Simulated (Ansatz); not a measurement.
**Debugging a many-body input for Cs2AgBiBr6 (Fm-3m)**

A first try at the G0W0 gap of Cs2AgBiBr6 (Fm-3m), what the program said, and an input that works.

Program: Ansatz 0.2.0. Level of theory: G0W0 on PBE, plane waves, PAW; PAW set soft_1. Results are calculated unless marked as measured.

In doubt: one-shot GW on d or f shells is unsure, so the values of those runs are not to be relied on.

### 1. Set-up

It takes space group Fm-3m (No. 225, cubic). Conventional cell: a = 11.488 Å, b = 11.488 Å, c = 11.488 Å, α = 90.00°, β = 90.00°, γ = 90.00°. Cs has 12 Br at 4.06 Å nearest. Nearest to Ag lie 6 Br at 2.86 Å. Bi has 6 Br at 2.88 Å nearest. Br has 1 Ag at 2.86 Å and 1 Bi at 2.88 Å and 4 Cs at 4.06 Å nearest. Farther neighbours and most contacts between anions are not listed.

As a file:

```cif
data_structure
_symmetry_space_group_name_H-M 'Fm-3m'
_symmetry_Int_Tables_number 225
_cell_length_a 11.4883
_cell_length_b 11.4883
_cell_length_c 11.4883
_cell_angle_alpha 90.000
_cell_angle_beta 90.000
_cell_angle_gamma 90.000
_cell_volume 1516.24
loop_
_atom_site_label
_atom_site_type_symbol
_atom_site_symmetry_multiplicity
_atom_site_Wyckoff_symbol
_atom_site_fract_x
_atom_site_fract_y
_atom_site_fract_z
_atom_site_occupancy
Cs1 Cs 8 c 0.25000 0.25000 0.75000 1
Ag1 Ag 4 b 0.50000 0.00000 0.00000 1
Bi1 Bi 4 a 0.00000 0.00000 0.00000 1
Br1 Br 24 e 0.25081 0.00000 0.00000 1
```

The cell and positions are those that the Materials Project relaxed with its own functionals (PBE, PBE+U or r2SCAN), kept fixed. Spin-orbit coupling is left out unless a step names it.

### 2. First try

input.yaml reads:

```yaml
crystal:
  lattice:
    - [0.0, 5.744148, 5.744148]
    - [5.744148, 0.0, 5.744148]
    - [5.744148, 5.744148, 0.0]
  atoms:
    - { symbol: Cs, position: [0.75, 0.75, 0.75] }
    - { symbol: Cs, position: [0.25, 0.25, 0.25] }
    - { symbol: Ag, position: [0.5, 0.5, 0.5] }
    - { symbol: Bi, position: [0.0, 0.0, 0.0] }
    - { symbol: Br, position: [0.749194, 0.250806, 0.250806] }
    - { symbol: Br, position: [0.250806, 0.250806, 0.749194] }
    - { symbol: Br, position: [0.250806, 0.749194, 0.749194] }
    - { symbol: Br, position: [0.250806, 0.749194, 0.250806] }
    - { symbol: Br, position: [0.749194, 0.250806, 0.749194] }
    - { symbol: Br, position: [0.749194, 0.749194, 0.250806] }
kpoints:
  mp_grid: { grid: [2, 2, 2] }
hamiltonian:
  xc: pbe
  pseudopotentials: { kind: paw, azcp: { folder: soft_1 } }
scf:
  occupations: { method: fixed }
  max_iter: 60
gw:
  n_empty_bands: 400
  ecut_chi: 60
  qp_bands: [v3, c3]
  qp_kpoints: band_edges
  screening: { model: contour_deformation }
total_charge: 2
```

The run is started by

```
$ ansatz run input.yaml --threads 3 --pin off --max-ram 92160MiB --backend cuda --events-out ev --progress --plain --runs-dir out --devices 1 --max-vram 13GiB
```

Numbers of over 12 decimals in the logs are rounded to 6 here.

Log:

```text
GPUs: using 1 of 1 available (devices: 1).
Engine: ansatz 0.2.0, x86_64-unknown-linux-gnu
Pseudopotentials: kind: paw
Pseudopotential: Cs, paw, valence charge 9, recommended cutoff 420 eV (normal), soft_1/Cs.paw.azcp
Pseudopotential: Ag, paw, valence charge 19, recommended cutoff 420 eV (normal), soft_1/Ag.paw.azcp
Pseudopotential: Bi, paw, valence charge 15, recommended cutoff 420 eV (normal), soft_1/Bi.paw.azcp
Pseudopotential: Br, paw, valence charge 7, recommended cutoff 420 eV (normal), soft_1/Br.paw.azcp
Functional definition: PBE
  parameter kappa = 0.804
  parameter beta = 0.066725
  exchange = pbe_x(kappa = kappa, mu = beta*pi^2/3)
  correlation = pbe_c(beta = beta)
device memory: the entry about to start is reckoned to put 4.5 GiB on a device that reports 46.7 GiB free (of which the cap on the GPU budget leaves the run 13.0 GiB)
GPU FFT provider: cuFFT
GPU libraries: cuBLAS 13.8.2, cuFFT 12.4.0, cuSOLVER 12.3.4
Crystal: 10 atoms, lattice volume = 379.059 Å³
Basis set: ecut = 420 eV, 7391 PW (Γ)
Bands: 56, of which v1, the nominal top of the filled ones, is band 46 counted from 1 (45 counted from 0)
Symmetry: 48 space group operations
Space group: Fm-3m (ITA 225), of the structure as read, at distance tolerance 7.2e-5 Å
k-points: 3 of 8
Non-local potential: Cs, projectors of the file, l = 0: 3, l = 1: 2, l = 2: 2, l = 3: 2
Non-local potential: Ag, projectors of the file, l = 0: 3, l = 1: 2, l = 2: 2, l = 3: 1
Non-local potential: Bi, projectors of the file, l = 0: 2, l = 1: 2, l = 2: 2, l = 3: 1
Non-local potential: Br, projectors of the file, l = 0: 2, l = 1: 2, l = 2: 2
PAW form: soft (Blöchl's): semilocal exchange-correlation on the pseudo side does not see the compensation charge
PAW one-centre angular grid: Cs, 194 points (default); XC on 64 Gauss nodes
PAW one-centre angular grid: Ag, 590 points (default); XC on 64 Gauss nodes
PAW one-centre angular grid: Bi, 590 points (default); XC on 64 Gauss nodes
PAW one-centre angular grid: Br, 110 points (default); XC on 64 Gauss nodes
Initial density: superposition of atomic densities (chi_scale 0.1, normalization cell, long waves kept (reshape's long-wave potential 0.00 eV rms))
Initial wavefunctions: pseudopotential atomic-orbital guess
GPU buffer pool allocated for 216000 grid points (all kernels)
GPU transforms: local potential and band sums: pruned to the plane-wave sphere, on 54×60×60
Functional: x = pbe(κ = 0.804, μ = 0.219515), c = pbe(β = 0.066725)
SCF iter   1: F=—  HF=-48054.489291 eV  |F-HF|=—  |Δ(HF+E_count)|=         —  Δρ=5.92e-2  dr2=1.91e1  ethr=3.10e-3  ⟨swp⟩=5.0  Hψ=541  notcnv=0  defer=19
preconditioner: auto → Resta (q_TF=auto, 2.155 Å⁻¹)  ε∞=3.4  [insulator: Δε(μ)=0.000 eV  Ē_g=10.316 eV  n_scr=58 (ndim 8)  ℏωp=16.0 eV  f_vac=0.014  ε∞_Penn≈3.4]
SCF iter   2: F=—  HF=-48048.257805 eV  |F-HF|=—  |Δ(HF+E_count)|=    6.23e0  Δρ=1.80e-2  dr2=1.93e0  ethr=3.10e-3  ⟨swp⟩=3.0  Hψ=418  notcnv=0  defer=20
SCF iter   3: F=—  HF=-48047.749913 eV  |F-HF|=—  |Δ(HF+E_count)|=   5.08e-1  Δρ=8.17e-3  dr2=7.48e-1  ethr=2.10e-3  ⟨swp⟩=2.0  Hψ=339  notcnv=0  defer=21
SCF iter   4: F=—  HF=-48047.580957 eV  |F-HF|=—  |Δ(HF+E_count)|=   1.69e-1  Δρ=1.07e-2  dr2=7.58e-1  ethr=8.13e-4  ⟨swp⟩=2.3  Hψ=307  notcnv=0  defer=21
SCF iter   5: F=—  HF=-48047.475529 eV  |F-HF|=—  |Δ(HF+E_count)|=   1.05e-1  Δρ=2.86e-3  dr2=6.11e-2  ethr=8.13e-4  ⟨swp⟩=2.3  Hψ=269  notcnv=0  defer=22
SCF iter   6: F=—  HF=-48047.473030 eV  |F-HF|=—  |Δ(HF+E_count)|=   2.50e-3  Δρ=2.36e-3  dr2=3.61e-2  ethr=6.64e-5  ⟨swp⟩=1.0  Hψ=165  notcnv=0  defer=21
SCF iter   7: F=—  HF=-48047.472083 eV  |F-HF|=—  |Δ(HF+E_count)|=   9.47e-4  Δρ=1.78e-3  dr2=1.62e-2  ethr=3.92e-5  ⟨swp⟩=2.0  Hψ=156  notcnv=0  defer=22
SCF iter   8: F=—  HF=-48047.471488 eV  |F-HF|=—  |Δ(HF+E_count)|=   5.96e-4  Δρ=1.66e-3  dr2=1.59e-2  ethr=1.76e-5  ⟨swp⟩=1.0  Hψ=151  notcnv=0  defer=20
SCF iter   9: F=—  HF=-48047.470557 eV  |F-HF|=—  |Δ(HF+E_count)|=   9.30e-4  Δρ=1.48e-3  dr2=1.31e-2  ethr=1.72e-5  ⟨swp⟩=1.0  Hψ=151  notcnv=0  defer=17
[...]
SCF iter  54: F=—  HF=-48047.470598 eV  |F-HF|=—  |Δ(HF+E_count)|=   8.34e-4  Δρ=1.57e-3  dr2=1.45e-2  ethr=1.24e-5  ⟨swp⟩=1.0  Hψ=151  notcnv=0  defer=17
SCF iter  55: F=—  HF=-48047.470292 eV  |F-HF|=—  |Δ(HF+E_count)|=   3.06e-4  Δρ=1.40e-3  dr2=1.16e-2  ethr=1.24e-5  ⟨swp⟩=1.0  Hψ=151  notcnv=0  defer=17
SCF iter  56: F=—  HF=-48047.470442 eV  |F-HF|=—  |Δ(HF+E_count)|=   1.50e-4  Δρ=1.54e-3  dr2=1.39e-2  ethr=1.24e-5  ⟨swp⟩=1.0  Hψ=151  notcnv=0  defer=17
SCF iter  57: F=—  HF=-48047.470246 eV  |F-HF|=—  |Δ(HF+E_count)|=   1.96e-4  Δρ=1.49e-3  dr2=1.31e-2  ethr=1.24e-5  ⟨swp⟩=1.0  Hψ=151  notcnv=0  defer=17
SCF iter  58: F=—  HF=-48047.470396 eV  |F-HF|=—  |Δ(HF+E_count)|=   1.50e-4  Δρ=1.43e-3  dr2=1.21e-2  ethr=1.24e-5  ⟨swp⟩=17.3  Hψ=790  notcnv=0
SCF iter  59: F=—  HF=-48047.470317 eV  |F-HF|=—  |Δ(HF+E_count)|=   7.87e-5  Δρ=1.41e-3  dr2=1.18e-2  ethr=1.24e-5  ⟨swp⟩=1.0  Hψ=331  notcnv=0
SCF iter  60: F=—  HF=-48047.470245 eV  |F-HF|=—  |Δ(HF+E_count)|=   7.25e-5  Δρ=1.49e-3  dr2=1.31e-2  ethr=1.24e-5  ⟨swp⟩=2.7  Hψ=406  notcnv=0
Error: did not converge after 60 iterations: dr2 = 1.31e-2 (threshold 1.00e-7), under the density mixer `msr1`, which `scf.mixing.algorithm: auto` chose by the deck's other keys (type `scf.mixing.algorithm: msr1` to keep it); at k-index 0, counted from 0 in this SCF's own list of k-points, the highest band that the last eigensolve's fill by count filled, 2.264565 eV, and the lowest that it left empty, 2.264565 eV, la [...]
```

Wall time 4.5 s (1 × NVIDIA H100 80GB HBM3 (shared by 6 runs) with 3 threads of AMD EPYC 7R13 (Zen 3), shared host); peak memory 0.99 GiB.

The column dr2 measures how far the density is from self-consistency, as an energy; F and HF (Harris–Foulkes) agree once it is small.

**Diagnosis.**

Residual by cycle:

cycle, log10 residual and a bar from the least value:
```
        1        1.3 ##############################
        6       -1.4 #####
       12       -1.8 #
       17       -1.9 
       22       -1.9 #
       28       -1.8 #
       33       -1.9 
       39       -1.9 #
       44       -1.9 
       49       -1.9 #
       55       -1.9 
       60       -1.9
```

The run stopped without converging, so none of its numbers is a property of the system.

After 60 cycles the residual stands at 0.013, against 0.012 at cycle 31 and a least value of 0.011. The cap of 60 cycles in the input ended the loop.

The program's message: “Error: did not converge after 60 iterations: dr2 = 1.31e-2 (threshold 1.00e-7), under the density mixer `msr1`, which `scf.mixing.algorithm: auto` chose by the deck's other keys (type `scf.mixing.algo …”

The fault: a charged cell. Adding or removing electrons leaves a partly filled band.

### 3. A better input

G0W0 replaces the xc potential by the self-energy, built once from these orbitals. Only a window of levels is corrected, while the sums run over the empty bands that the input names. This step takes PAW set soft_1 files.

Changes to input.yaml since step 2:

```diff
@@ -23,6 +23,5 @@
   occupations: { method: fixed }
-  max_iter: 60
 gw:
-  n_empty_bands: 400
-  ecut_chi: 60
+  n_empty_bands: 461
+  ecut_chi: 66
   qp_bands: [v3, c3]
@@ -30,2 +29 @@
   screening: { model: contour_deformation }
-total_charge: 2
```

Log:

```text
GPUs: using 1 of 1 available (devices: 1).
[...]
GPU FFT provider: cuFFT
GPU libraries: cuBLAS 13.8.2, cuFFT 12.4.0, cuSOLVER 12.3.4
Crystal: 10 atoms, lattice volume = 379.059 Å³
Basis set: ecut = 420 eV, 7391 PW (Γ)
Bands: 57, of which v1, the nominal top of the filled ones, is band 47 counted from 1 (46 counted from 0)
Symmetry: 48 space group operations
[...]
k-points: 3 of 8
[...]
GPU buffer pool allocated for 216000 grid points (all kernels)
[...]
SCF iter   1: F=—  HF=-48044.532297 eV  |F-HF|=—  |Δ(HF+E_count)|=         —  Δρ=2.81e-2  dr2=6.00e0  ethr=3.10e-3  ⟨swp⟩=5.0  Hψ=571  notcnv=0  defer=17
[...]
SCF iter   9: F=-48042.114648 eV  HF=-48042.114648 eV  |F-HF|=5.94e-9  |Δ(HF+E_count)|=   5.80e-7  Δρ=2.13e-6  dr2=2.33e-8  ethr=1.06e-10  ⟨swp⟩=17.3  Hψ=892  notcnv=0
SCF 1 converged in 9 iterations: F = -48042.114648 eV  dr2 = 2.33e-8
[...]
1    45      2.3487   -18.6836     2.1383   -16.0072  0.7463     1.8028     1.8106  root *
     1    46      2.5426   -22.4643     3.3287   -18.4236  0.7316     1.8148     1.8306  root *
     1    47      2.5426   -22.4643     3.3287   -18.4236  0.7316     1.8148     1.8306  root *
     1    48      4.9033    -9.5760    -3.2565   -13.3582  0.7767     5.4343     5.4290  root *
     1    49      7.1273   -12.3613    -3.1867   -16.2657  0.7258     7.8011     7.8450  root *
     1    50      7.1273   -12.3613    -3.1867   -16.2657  0.7258     7.8011     7.8450  root *
     2    45      2.6014   -19.7100     3.0273   -15.8566  0.7381     1.7542     1.7752  root
     2    46      3.0268   -26.2044     3.4630   -22.2097  0.7364     2.4875     2.4951  root
     2    47      3.5903   -24.2256     2.6813   -21.1345  0.7504     3.1767     3.1805  root
     2    48      6.3527   -10.3402    -3.2889   -14.2409  0.7612     6.9746     6.9643  root
     2    49      6.3527   -10.3402    -3.2889   -14.2409  0.7612     6.9746     6.9643  root
     2    50      6.6682   -10.8326    -3.3694   -14.8577  0.7528     7.3380     7.3239  root
[key lines of the parts left out:]
SCF converged after 9 iterations
Free energy (F): -48042.114648 eV
Fermi energy:    3.590328 eV
```

Elapsed: 10 s, on 1 × NVIDIA H100 80GB HBM3 (shared by 6 runs) with 3 threads; peak memory 1.6 GiB; 13 s of CPU time.

Numbers from this step:

| Item | Value |
| --- | --- |
| bands summed | 508 |
| RPA ε∞ on this mesh (eigenvalues) | 5.548, 5.548, 5.548 |
| plane waves in the screening matrix | 459 |
| q-points in the mesh | 8 |
| G0W0 gap on the mesh | 2.248 eV |
| k of the valence top | 0, -0.5, -0.5 |
| k of the conduction bottom | 0, 0, -0.5 |
| starting gap on the mesh | 1.313 eV |
| Z at the valence top | 0.7504 |
| Z at the conduction bottom | 0.7767 |
| least direct G0W0 gap on the computed points | 3.598 eV |

The gap on the mesh goes from 1.31 eV to 2.25 eV, a correction of +0.94 eV. Between the two edge states, bare exchange in place of the xc potential would open the gap by 6.87 eV, and correlation takes back 5.94 eV.

### 4. What came out

| Quantity | Value |
| --- | --- |
| first try | not converged after 4.5 s |
| better run | G0W0 gap on the mesh 2.25 eV (2×2×2 mesh, 461 empty bands, screening to 66 eV, PAW set soft_1 files) |

What this shows: The second run differs in: empty bands, screening cutoff (eV), cell charge and iteration cap. Bands and cutoff are finite, so the gap is not at the basis limit. The miss can reach some tenths of an eV and take either sign; the mesh is an error of its own. The 2×2×2 mesh is coarse for this cell (its supercell is 16 Å along the shortest edge). The RPA ε∞ on it, from the PBE start, is 5.55; such meshes misread the long-range screening, most where the gap is narrow. Where an edge is built on 6p states of lead, bismuth or thallium, scalar-relativistic gaps usually stand too wide, by a few tenths to over one eV. A d shell, filled or nearly so, lies near the gap. One-shot GW converges very slowly in bands there, not always from below, and on a semilocal start the gap tends to come out low; starts rich in exact exchange can overshoot instead. The many-body steps are scalar-relativistic: spin-orbit coupling is not in them.

[Paths, hosts, dates, memory and timing lines, banners, echoed tables and standing remarks are left out of the program output.]

[Logs are printed without paths, hosts, clocks, repeated set-up lines and the standing remarks that a program may print on its own settings, such as how far it seeks lower states.]

[Runs of the session that timed out or met a known fault of the program may be left out.]

[Cells called generated may have been cut or substituted from an entry of the Crystallography Open Database or the Materials Project.]

[Hosts, paths, dates, database ids (printed as entryN), source tags and the programs' standing remarks are cut or masked in the printed files.]
